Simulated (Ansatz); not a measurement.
# HfTeS monolayer, Janus under uniaxial strain along a, the zigzag direction, with the width clamped, part 2 of 2

Aim: how do the optical modes of HfTeS monolayer, Janus shift and split under this strain?

Ansatz 0.2.0; DFT PBEsol, scalar-relativistic, plane waves, PAW; PAW set soft_1.

So far. Step 4 (Tight relaxation): The largest force component left is 0.42 meV/Å, within the tolerances set.

## 5. Modes at rest

The force constants come from the linear response of the density to a displacement.

The modes at rest are the reference of the series.

input.yaml

```yaml
crystal:
  lattice:
    - [3.7343976054, 0.0, 0.0]
    - [-1.8671988027, 3.2340831941, 0.0]
    - [0.0, 0.0, 30.0]
  atoms:
    - { symbol: Hf, position: [0.0, 0.0, 0.3389234402] }
    - { symbol: S, position: [0.3333333333, 0.6666666667, 0.3822679154] }
    - { symbol: Te, position: [0.6666666667, 0.3333333333, 0.275475311] }
  periodic: [true, true, false]
kpoints:
  mp_grid: { grid: [15, 15, 1] }
hamiltonian:
  xc: pbesol
  pseudopotentials: { kind: paw, azcp: { folder: soft_1 }, xc_functional: pbe }
scf:
  occupations: { method: methfessel_paxton, width: 0.2 }
output:
  eigenvalues: true
phonons:
  method: dfpt
```

Command:

```sh
$ ansatz run input.yaml --threads 8 --pin off --max-ram 16384MiB --backend cpu --events-out ev --progress --plain --runs-dir out
```

Numbers of over 12 decimals in the logs are rounded to 6 here.

Output:

```text
[...]
Crystal: 3 atoms, lattice volume = 362.321 Å³
Basis set: ecut = 420 eV, 7121 PW (Γ), exchange–correlation on 50×50×432 points (8 copies of the dense FFT grid, shifted against one another)
Bands: 29, of which v1, the nominal top of the filled ones, is band 24 counted from 1 (23 counted from 0)
Symmetry: 6 space group operations
k-points: 64 of 225 (irreducible under 2 space group operations, time reversal used)
[...]
SCF iter   1: F=—  HF=-23389.327492 eV  |F-HF|=—  |Δ(HF+E_count)|=         —  Δρ=1.77e-2  dr2=1.75e0  ethr=3.10e-3  ⟨swp⟩=13.2  Hψ=12784  notcnv=0
[...]
SCF iter  13: F=-23388.806086 eV  HF=-23388.806086 eV  |F-HF|=2.04e-10  |Δ(HF+E_count)|=   1.45e-9  S|Δr|=    0.00e0  Δρ=2.44e-8  dr2=2.05e-12  ethr=1.00e-12  ⟨swp⟩=15.3  Hψ=14236  notcnv=0
SCF 1 converged in 13 iterations: F = -23388.806086 eV  dr2 = 2.05e-12
[...]
DFPT response loops at Γ: preconditioner auto → none (partly filled bands, converged f_vac=0.769); β = 0.50; Broyden in place of MSR1
SCF converged after 13 iterations
[...]
Free energy (F): -23388.806086 eV
[...]
Internal energy: -23388.806658 eV  (E = F + TS)
E sigma→0 (E₀):  -23388.806229 eV
Entropy (-TS):   0.000572 eV (0.191 meV/atom)
Fermi energy:    -4.714887 eV
Step filling:    the computed levels leave a gap of 0.0000 eV = 0.0 smearing widths at the electron count; against every level under it full and every level over it empty, smearing changes F+E_penalty+E_count by -2.168 meV and its σ→0 estimate by -2.311 meV
[...]
--- Band table (eV; the first three rows and the last of 64) ---
  k-point 0: bands = [... 20 lower, -8.4387, -6.9049, -4.4124, -4.4124, -3.9215, -3.9215, -3.2632, -1.3242, ... 1 higher]
  k-point 1: bands = [... 20 lower, -8.4226, -6.7954, -4.9976, -4.7098, -3.8221, -3.6070, -3.0787, -1.1884, ... 1 higher]
  k-point 2: bands = [... 20 lower, -8.3814, -6.6312, -5.9027, -5.1083, -3.9290, -3.1700, -2.8292, -1.2232, ... 1 higher]
  k-point 63: bands = [... 20 lower, -8.5986, -8.0784, -7.1611, -6.7661, -3.8300, -2.8763, -2.0172, -1.0077, ... 1 higher]
--- Phonons (Γ-DFPT): 6 representative perturbations + reference, on 64 of 225 k-points (Σ response iterations 31) ---
  k mesh reduced under 2 symmetry operations, with k and −k counted as one. Each operation leaves every solved perturbation unchanged. A smaller set is not used because it would not reduce the number of displacements times k-points to solve
  ASR residual: 6.223e-5 → 0.000e0 eV/Å²; symmetrization residual: 1.582e-5 eV/Å²
  ASR residual per site (eV/Å²): 6.22e-5 2.51e-5 2.40e-6
  Γ frequencies (cm⁻¹): 0.00 0.00 0.00 91.20 91.20 178.43 229.98 229.98 292.67
  non-analytic LO–TO correction: not included (Born effective charges unavailable; polar crystals: no LO–TO splitting at Γ)
```

Run time: 1.7 min. Hardware: 8 threads of Arm Neoverse V1, shared host; peak memory 2.6 GiB; 13 min of CPU time.

This step gave:

* sum-rule residual before enforcement: 6.22e-5 eV/Å²
* point group: 3m
* highest optical mode at the zone centre (no LO-TO term): 292.7 cm⁻¹
* lowest optical zone-centre mode: 91.2 cm⁻¹

Patterns of degenerate modes are one choice out of their space. Modes at Γ, with each element's share of the kinetic energy:

| mode | frequency (cm⁻¹) | symmetry | Hf % | S % | Te % |
| --- | --- | --- | --- | --- | --- |
| 1 | 0.0 | acoustic | 53 | 9 | 38 |
| 2 | 0.0 | acoustic | 53 | 9 | 38 |
| 3 | 0.0 | acoustic | 53 | 9 | 38 |
| 4 | 91.2 | E | 39 | 1 | 61 |
| 5 | 91.2 | E | 39 | 1 | 61 |
| 6 | 178.4 | A1 | 30 | 8 | 62 |
| 7 | 230.0 | E | 8 | 90 | 2 |
| 8 | 230.0 | E | 8 | 90 | 2 |
| 9 | 292.7 | A1 | 17 | 83 | 0 |

Displacements in mode 4 (91.2 cm⁻¹), the largest set to 1:
```
Hf1  0.00 -0.68  0.00
S2   0.00 -0.22  0.00
Te3  0.00  1.00  0.00
```

Displacements in mode 9 (292.7 cm⁻¹), the largest set to 1:
```
Hf1  0.00  0.00 -0.19
S2   0.00  0.00  1.00
Te3  0.00  0.00  0.02
```

Before it was imposed, the acoustic sum rule was missed by 6.2e-5 eV/Å². Small misses are needed for a sound result but don't prove that mesh and cutoff are converged. The lowest optical mode is real, 91.2 cm⁻¹.

## 6. A member of the series: uniaxial strain of +5 % along a, the zigzag direction, with the width clamped

The cell takes a uniaxial strain of +5 % along a, the zigzag direction, with the width clamped. The cell is held, and the atoms relax in it.

input.yaml, the sections that differ from step 5:

```yaml
crystal:
  lattice:
    - [3.9211174858, 0.0, 0.0]
    - [-1.9605587429, 3.2340831941, 0.0]
    - [0.0, 0.0, 30.0]
  atoms:
    - { symbol: Hf, position: [-0.0008225782, -0.0016451564, 0.3390285219] }
    - { symbol: S, position: [0.3370670196, 0.6741340392, 0.3809658457] }
    - { symbol: Te, position: [0.6637555585, 0.3275111171, 0.2766722989] }
  periodic: [true, true, false]
output:
  forces: true
  stress: true
  eigenvalues: true
relax:
  adjacent_minimum: "off"
  f_tol: 0.001
  max_steps: 60
# kpoints, hamiltonian, scf: as in step 5
# phonons: removed
```

Output:

```text
[...]
--- Relaxed structure (5 steps of the walk, 4 accepted, 0 SCFs on fresh bases) ---
  F+E_penalty+E_count = -23388.75435741 eV   max|allowed force component| = 2.215e-4 eV/Å
  cell:  # Å, volume = 380.4366 Å³
    - [3.9211174858, 0.0, 0.0]
    - [-1.9605587429, 3.2340831941, 0.0]
    - [0.0, 0.0, 30.0]
  atoms:
    - { symbol: Hf, position: [-0.00103793, -0.00207586, 0.339064] }
    - { symbol: S, position: [0.337929, 0.675859, 0.380644] }
    - { symbol: Te, position: [0.663108, 0.326217, 0.276959] }
[key lines of the parts left out:]
SCF converged after 6 iterations
Free energy (F): -23388.754357 eV
Fermi energy:    -4.711061 eV
P = ½ c Tr σ = -1.5906 N/m
```

Elapsed: 50 s, on 8 threads; peak memory 1.3 GiB; 6.3 min of CPU time.

Step by step:

| step | energy less that of the first step (eV) | largest force component (eV/Å) |
| --- | --- | --- |
| 1 | 0.0000 | 0.0879 |
| 2 | 0.0006 | 0.1475 |
| 3 | -0.0009 | 0.0091 |
| 4 | -0.0009 | 0.0042 |
| 5 | -0.0009 | 0.0002 |

Relaxation step 2 was tried and not accepted.

The run keeps the 2 symmetry operations that it works with, so distortions that break them were not tested.

The atoms that moved most (Å):

| atom | dx | dy | dz | length |
| --- | --- | --- | --- | --- |
| S2 | 0.000 | 0.006 | -0.010 | 0.011 |
| Te3 | 0.000 | -0.004 | 0.009 | 0.010 |

The relaxed structure:

```
Hf S Te
1.0
     3.92112    0.00000    0.00000
    -1.96056    3.23408    0.00000
     0.00000    0.00000   30.00000
Hf S Te
1 1 1
Direct
  0.99896 0.99792 0.33906
  0.33793 0.67586 0.38064
  0.66311 0.32622 0.27696
```

Numbers from this step:

| Item | Value |
| --- | --- |
| area per atom | 4.227 Å² |

The largest force component left is 0.22 meV/Å.

## 7. Zone-centre modes of the member: uniaxial strain of +5 % along a, the zigzag direction, with the width clamped

The zone-centre modes follow for uniaxial strain of +5 % along a, the zigzag direction, with the width clamped.

input.yaml, the sections that differ from step 6:

```yaml
crystal:
  lattice:
    - [3.9211174858, 0.0, 0.0]
    - [-1.9605587429, 3.2340831941, 0.0]
    - [0.0, 0.0, 30.0]
  atoms:
    - { symbol: Hf, position: [-0.00103793, -0.00207586, 0.3390637038] }
    - { symbol: S, position: [0.3379294936, 0.6758589872, 0.380643559] }
    - { symbol: Te, position: [0.6631084364, 0.3262168728, 0.2769594037] }
  periodic: [true, true, false]
output:
  eigenvalues: true
phonons:
  method: dfpt
# kpoints, hamiltonian, scf: as in step 6
# relax: removed
```

Output:

```text
zone centre: on kpoints.mp_grid the ground state, and the responses unless they are solved on pairs of k-points, stand on 64 of the mesh's 225 k-points, reduced under 2 symmetry operations, with k and −k counted as one. Each operation leaves every solved displacement unchanged or reverses it
[...]
Crystal: 3 atoms, lattice volume = 380.437 Å³
Basis set: ecut = 420 eV, 7477 PW (Γ), exchange–correlation on 54×54×432 points (8 copies of the dense FFT grid, shifted against one another)
Bands: 29, of which v1, the nominal top of the filled ones, is band 24 counted from 1 (23 counted from 0)
Symmetry: 2 space group operations
k-points: 64 of 225 (time reversal used)
[...]
SCF iter   1: F=—  HF=-23389.326692 eV  |F-HF|=—  |Δ(HF+E_count)|=         —  Δρ=1.80e-2  dr2=1.96e0  ethr=3.10e-3  ⟨swp⟩=12.9  Hψ=12446  notcnv=0
[...]
SCF iter  14: F=-23388.754357 eV  HF=-23388.754357 eV  |F-HF|=2.47e-10  |Δ(HF+E_count)|=  5.89e-10  S|Δr|=    0.00e0  Δρ=3.08e-8  dr2=2.19e-12  ethr=1.00e-12  ⟨swp⟩=13.5  Hψ=15190  notcnv=0
SCF 1 converged in 14 iterations: F = -23388.754357 eV  dr2 = 2.19e-12
[...]
SCF converged after 14 iterations
[...]
Free energy (F): -23388.754357 eV
[...]
Internal energy: -23388.756999 eV  (E = F + TS)
E sigma→0 (E₀):  -23388.755018 eV
Entropy (-TS):   0.002641 eV (0.880 meV/atom)
Fermi energy:    -4.711060 eV
[...]
--- Band table (eV; the first three rows and the last of 64) ---
  k-point 0: bands = [... 20 lower, -8.5019, -6.7412, -4.8272, -4.5232, -4.2479, -3.9031, -3.2488, -1.4927, ... 1 higher]
  k-point 1: bands = [... 20 lower, -8.6228, -6.6349, -5.1118, -5.0290, -3.9494, -3.8693, -3.0713, -1.3539, ... 1 higher]
  k-point 2: bands = [... 20 lower, -8.6920, -6.4777, -5.8739, -5.5181, -3.9650, -3.5129, -2.8493, -1.3156, ... 1 higher]
  k-point 63: bands = [... 20 lower, -8.5844, -8.0348, -7.1119, -6.6960, -3.8505, -2.9027, -2.6529, -1.0727, ... 1 higher]
[...]
ASR residual: 9.837e-5 → 0.000e0 eV/Å²; symmetrization residual: 2.175e-5 eV/Å²
  ASR residual per site (eV/Å²): 4.60e-5 2.22e-5 9.84e-5
  Γ frequencies (cm⁻¹): 0.00 0.00 0.00 86.95 90.18 175.87 220.81 223.92 276.31
[...]
```

Run time: 2.4 min. Hardware: 8 threads; peak memory 2.7 GiB; 18 min of CPU time.

Numbers from this step:

```
sum-rule residual before enforcement                    : 9.84e-5 eV/Å²
point group                                             : m
highest optical mode at the zone centre (no LO-TO term) : 276.3 cm⁻¹
lowest optical zone-centre mode                         : 86.95 cm⁻¹
```

Patterns of degenerate modes are one choice out of their space. Modes at Γ, with each element's share of the kinetic energy:

| mode | frequency (cm⁻¹) | symmetry | Hf % | S % | Te % |
| --- | --- | --- | --- | --- | --- |
| 1 | 0.0 | acoustic | 53 | 9 | 38 |
| 2 | 0.0 | acoustic | 53 | 9 | 38 |
| 3 | 0.0 | acoustic | 53 | 9 | 38 |
| 4 | 87.0 | A'' | 40 | 0 | 60 |
| 5 | 90.2 | A' | 40 | 0 | 60 |
| 6 | 175.9 | A' | 31 | 7 | 62 |
| 7 | 220.8 | A'' | 7 | 90 | 3 |
| 8 | 223.9 | A' | 7 | 90 | 2 |
| 9 | 276.3 | A' | 16 | 84 | 0 |

The lowest optical mode is real, 87.0 cm⁻¹, and the highest lies at 276.3 cm⁻¹.

Between step 5 and this run (strain 5 %) the value for the highest optical mode at the zone centre (no LO-TO term) moves from 293 cm⁻¹ to 276 cm⁻¹ (-6 %).

## 8. Relaxation of a member: uniaxial strain of -3 % along a, the zigzag direction, with the width clamped

The cell takes a uniaxial strain of -3 % along a, the zigzag direction, with the width clamped. The cell is held, and the atoms relax in it.

input.yaml, the sections that differ from step 7:

```yaml
crystal:
  lattice:
    - [3.6223656771, 0.0, 0.0]
    - [-1.8111828386, 3.2340831941, 0.0]
    - [0.0, 0.0, 30.0]
  atoms:
    - { symbol: Hf, position: [0.0004548247, 0.0009096494, 0.3388911122] }
    - { symbol: S, position: [0.3312634469, 0.6625268937, 0.3829138685] }
    - { symbol: Te, position: [0.6682817285, 0.3365634569, 0.2748616859] }
  periodic: [true, true, false]
output:
  forces: true
  stress: true
  eigenvalues: true
relax:
  adjacent_minimum: "off"
  f_tol: 0.001
  max_steps: 60
# kpoints, hamiltonian, scf: as in step 7
# phonons: removed
```

Output:

```text
[...]
Crystal: 3 atoms, lattice volume = 351.451 Å³
Basis set: ecut = 420 eV, 6869 PW (Γ), exchange–correlation on 50×50×432 points (8 copies of the dense FFT grid, shifted against one another)
Bands: 29, of which v1, the nominal top of the filled ones, is band 24 counted from 1 (23 counted from 0)
Symmetry: 2 space group operations
[...]
F+E_penalty+E_count = -23388.78592739 eV   max|allowed force component| = 6.422e-4 eV/Å
  cell:  # Å, volume = 351.4510 Å³
    - [3.6223656771, 2.800147996410339e-11, 0.0]
    - [-1.811182838575, 3.234083, 0.0]
    - [0.0, 0.0, 30.0]
  atoms:
    - { symbol: Hf, position: [0.000688201, 0.0013764, 0.338882] }
    - { symbol: S, position: [0.330178, 0.660356, 0.383239] }
    - { symbol: Te, position: [0.669134, 0.338268, 0.274546] }
[key lines of the parts left out:]
SCF converged after 3 iterations
Free energy (F): -23388.785927 eV
Fermi energy:    -4.716257 eV
P = ½ c Tr σ = 1.0752 N/m
```

Run time: 56 s. Hardware: 8 threads; peak memory 1.2 GiB.

The steps of the relaxation:

| step | energy less that of the first step (eV) | largest force component (eV/Å) |
| --- | --- | --- |
| 1 | 0.0000 | 0.1053 |
| 2 | 0.0006 | 0.1762 |
| 3 | -0.0013 | 0.0147 |
| 4 | -0.0013 | 0.0060 |
| 5 | -0.0013 | 0.0006 |
| 6 | -0.0013 | 0.0006 |

Relaxation step 2 was tried and not accepted.

The run keeps the 2 symmetry operations that it works with, so distortions that break them were not tested.

The atoms that moved most (Å):

| atom | dx | dy | dz | length |
| --- | --- | --- | --- | --- |
| S2 | 0.000 | -0.007 | 0.010 | 0.012 |
| Te3 | 0.000 | 0.006 | -0.009 | 0.011 |

Final coordinates:

```
Hf S Te
1.0
     3.62237    0.00000    0.00000
    -1.81118    3.23408    0.00000
     0.00000    0.00000   30.00000
Hf S Te
1 1 1
Direct
  0.00069 0.00138 0.33888
  0.33018 0.66036 0.38324
  0.66913 0.33827 0.27455
```

Numbers from this step:

- area per atom: 3.905 Å²

The largest force component left is 0.64 meV/Å.

## 9. Modes of this member: uniaxial strain of -3 % along a, the zigzag direction, with the width clamped

The zone-centre modes follow for uniaxial strain of -3 % along a, the zigzag direction, with the width clamped.

input.yaml, the sections that differ from step 8:

```yaml
crystal:
  lattice:
    - [3.6223656771, 0.0, 0.0]
    - [-1.8111828386, 3.2340831941, 0.0]
    - [0.0, 0.0, 30.0]
  atoms:
    - { symbol: Hf, position: [0.0006882009, 0.0013764018, 0.338882216] }
    - { symbol: S, position: [0.3301779074, 0.6603558148, 0.3832387693] }
    - { symbol: Te, position: [0.6691338917, 0.3382677833, 0.2745456813] }
  periodic: [true, true, false]
output:
  eigenvalues: true
phonons:
  method: dfpt
# kpoints, hamiltonian, scf: as in step 8
# relax: removed
```

Output:

```text
[...]
Crystal: 3 atoms, lattice volume = 351.451 Å³
Basis set: ecut = 420 eV, 6869 PW (Γ), exchange–correlation on 50×50×432 points (8 copies of the dense FFT grid, shifted against one another)
Bands: 29, of which v1, the nominal top of the filled ones, is band 24 counted from 1 (23 counted from 0)
Symmetry: 2 space group operations
k-points: 64 of 225 (time reversal used)
[...]
k-point 2: bands = [... 20 lower, -8.1310, -6.7325, -5.9349, -4.8133, -3.9537, -2.9182, -2.8229, -1.1599, ... 1 higher]
  k-point 63: bands = [... 20 lower, -8.6005, -8.0903, -7.1830, -6.7836, -3.8348, -2.8878, -1.5308, -0.9889, ... 1 higher]
[...]
ASR residual: 4.012e-5 → 0.000e0 eV/Å²; symmetrization residual: 1.489e-5 eV/Å²
  ASR residual per site (eV/Å²): 4.01e-5 1.68e-5 2.54e-5
  Γ frequencies (cm⁻¹): 0.00 0.00 0.00 90.18 90.74 180.14 233.19 234.37 304.16
[...]
[key lines of the parts left out:]
SCF converged after 13 iterations
Free energy (F): -23388.785927 eV
Fermi energy:    -4.716248 eV
```

Run time: 2.2 min. Hardware: 8 threads; peak memory 2.5 GiB.

This step gave:

- sum-rule residual before enforcement: 4.01e-5 eV/Å²
- highest optical mode at the zone centre (no LO-TO term): 304.2 cm⁻¹
- lowest optical zone-centre mode: 90.18 cm⁻¹

Patterns of degenerate modes are one choice out of their space. The modes at Γ (shares of kinetic energy by element, %):

| mode | frequency (cm⁻¹) | symmetry | Hf % | S % | Te % |
| --- | --- | --- | --- | --- | --- |
| 1 | 0.0 | acoustic | 53 | 9 | 38 |
| 2 | 0.0 | acoustic | 53 | 9 | 38 |
| 3 | 0.0 | acoustic | 53 | 9 | 38 |
| 4 | 90.2 | A'' | 38 | 1 | 61 |
| 5 | 90.7 | A' | 38 | 1 | 61 |
| 6 | 180.1 | A' | 30 | 8 | 62 |
| 7 | 233.2 | A'' | 9 | 89 | 1 |
| 8 | 234.4 | A' | 9 | 89 | 1 |
| 9 | 304.2 | A' | 17 | 83 | 0 |

The lowest optical mode is real, 90.2 cm⁻¹, and the highest lies at 304.2 cm⁻¹.

Between step 5 and this run (strain -3 %) the value for the highest optical mode at the zone centre (no LO-TO term) moves from 293 cm⁻¹ to 304 cm⁻¹ (+4 %).

## 10. The series together

The members are set side by side, also those not shown above.

Energies are extrapolated to zero smearing, and E0 is that at rest; the cell is clamped and the atoms are relaxed; all runs use 15×15×1 k points and Methfessel-Paxton smearing of 0.2 eV. State of the crystal along the series:

| strain (%) | E - E0 (meV/atom) |
| --- | --- |
| -3 | 6.66 |
| -2 | 2.865 |
| -1 | 0.6816 |
| 0 | 0 |
| 1 | 0.6842 |
| 2 | 2.747 |
| 3 | 6.205 |
| 4 | 11 |
| 5 | 17.07 |

Optical modes are counted from below at rest and tracked from member to member by their patterns, and modes that stay within 0.3 cm⁻¹ of each other stand once; labels, where given, are those at rest, then, where named, those of the strained cell; the cell is clamped and the atoms are relaxed; all runs use 15×15×1 k points and Methfessel-Paxton smearing of 0.2 eV. Optical modes along the series:

| strain (%) | optical mode 1 E to A' single part (cm⁻¹) | optical mode 2 E to A'' single part (cm⁻¹) | optical mode 3 A1 to A' (cm⁻¹) | optical mode 4 E to A' single part (cm⁻¹) | optical mode 5 E to A'' single part (cm⁻¹) | optical mode 6 A1 to A' (cm⁻¹) |
| --- | --- | --- | --- | --- | --- | --- |
| -3 | 90.74 | 90.18 | 180.1 | 234.4 | 233.2 | 304.2 |
| -2 | 90.72 | 90.41 | 180.5 | 232.6 | 232.1 | 300.3 |
| -1 | 91.1 | 90.72 | 179.6 | 231.2 | 230.9 | 296.5 |
| 0 | 91.2 | 91.2 | 178.4 | 230 | 230 | 292.7 |
| 1 | 91.19 | 91.72 | 177.8 | 229 | 229.1 | 289 |
| 2 | 91.18 | 91.65 | 177.3 | 228 | 227.8 | 285.5 |
| 3 | 90.93 | 90.62 | 176.7 | 226.8 | 225.8 | 282.3 |
| 4 | 90.47 | 88.93 | 176.2 | 225.4 | 223.4 | 279.2 |
| 5 | 90.18 | 86.95 | 175.9 | 223.9 | 220.8 | 276.3 |

Value and slope at zero strain of a cubic (a lower polynomial where under five rows exist) through the rows within 2 % of rest. Slopes at rest:

| mode | frequency (cm⁻¹) | shift per percent of strain (cm⁻¹) |
| --- | --- | --- |
| optical mode 1 E to A' single part | 91.2 | 0.02 |
| optical mode 2 E to A'' single part | 91.2 | 0.56 |
| optical mode 3 A1 to A' | 178.5 | -0.95 |
| optical mode 4 E to A' single part | 230 | -1.06 |
| optical mode 5 E to A'' single part | 230 | -0.88 |
| optical mode 6 A1 to A' | 292.7 | -3.79 |

## 11. Outcome

```json
{
  "members": "9",
  "highest optical mode at the zone centre (no LO-TO term), at rest": "292.7 cm⁻¹",
  "optical mode 3 A1 to A', shift per percent": "-0.95 cm⁻¹",
  "optical mode 4 E to A' single part, shift per percent": "-1.06 cm⁻¹",
  "optical mode 5 E to A'' single part, shift per percent": "-0.88 cm⁻¹",
  "optical mode 6 A1 to A', shift per percent": "-3.79 cm⁻¹"
}
```

In words: The strain lowers the symmetry: the level at 230.0 cm⁻¹ splits, into 223.9 and 220.8 cm⁻¹ at +5 %. Within 2 % of rest several modes bend away from a straight line, so single slopes hold only near rest. The fastest shift in the table of slopes is -3.8 cm⁻¹ for each percent (optical mode 6 A1 to A'). The width is clamped, so the contraction across the strain that a free sheet shows is left out. These are harmonic frequencies at zero temperature: anharmonic shifts, linewidths and thermal expansion are left out. Spin-orbit coupling is left out, which can matter for the heavy elements here. With no gap, or one that is small against the smearing, the frequencies hang on the k mesh and the smearing, most of all near Kohn anomalies. A semilocal functional can close a gap that the real compound would have, so the metallic treatment may be an artefact of the level. The starting cell was built on a prototype and not taken from a measurement. The PAW files were made for PBE; the program adapts parts of them to the functional of the run, but their partial waves stay those of PBE, an approximation that was not tested in this session. Only the zone centre was solved, so an instability at another wavevector cannot show here.

[Logs are printed without paths, hosts, clocks, repeated set-up lines and the standing remarks that a program may print on its own settings, such as how far it seeks lower states.]

[Hosts, paths, dates, database ids (printed as entryN), source tags and the programs' standing remarks are cut or masked in the printed files.]
